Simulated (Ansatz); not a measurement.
An input for Ansatz 0.2.0 (BiOBr (P4/nmm)):

```yaml
crystal:
  lattice:
    - [3.916, 0.0, 0.0]
    - [0.0, 3.916, 0.0]
    - [0.0, 0.0, 8.077]
  atoms:
    - { symbol: Bi, position: [0.0, 0.5, 0.154] }
    - { symbol: Bi, position: [0.5, 0.0, 0.846] }
    - { symbol: Br, position: [0.0, 0.5, 0.653] }
    - { symbol: Br, position: [0.5, 0.0, 0.347] }
    - { symbol: O, position: [0.0, 0.0, 0.0] }
    - { symbol: O, position: [0.5, 0.5, 0.0] }
kpoints:
  mp_grid: { grid: [6, 6, 4] }
  band_path:
    path:
      - [0.0, 0.0, 0.0]
      - [0.0, 0.5, 0.0]
      - [0.5, 0.5, 0.0]
      - [0.0, 0.0, 0.5]
      - [0.0, 0.5, 0.5]
      - [0.5, 0.5, 0.5]
      - [0.0, 0.4, 0.5]
      - [0.0, 0.0, 0.4]
    npoints: 1
hamiltonian:
  xc: r2scan
scf:
  occupations: { method: fixed }
  n_extra_bands: 12
magnetization:
  noncollinear: true
  spin_orbit: true
output:
  eigenvalues: true
```

```sh
ansatz run input.yaml --threads 4 --pin off --max-ram 18432MiB --backend cpu --events-out ev --progress --plain --runs-dir out
```

Question: How long will it take on 4 threads of Arm Neoverse V1, shared host, and how much memory?

It took 37 s; on shared hardware allow 18 s to 73 s. Peak host memory was 1.4 GiB. The sizes that set the cost: 3133 plane waves a state, 30 irreducible k points and 9 SCF cycles.

[Long decimals in the printed logs are rounded to 6 places.]

[Logs are printed without paths, hosts, clocks, repeated set-up lines and the standing remarks that a program may print on its own settings, such as how far it seeks lower states.]

[Paths, hosts, dates, memory and timing lines, banners, echoed tables and standing remarks are left out of the program output; an Ansatz launch command may be rebuilt from the run's recorded settings. Measured values are a selection of at most five: reports struck by readers or far from the other reports are left out. None is set beside runs whose start may be inverted or whose files or cutoffs have a known fault.]

[Runs of the session that timed out or met a known fault of the program may be left out.]

[Cells called generated may have been cut or substituted from an entry of the Crystallography Open Database or the Materials Project.]

[Hosts, paths, dates, database ids (printed as entryN), source tags and the programs' standing remarks are cut or masked in the printed files.]

[Where the starting crystal was built by hand or by swapping elements, it need not be the compound's stable phase.]
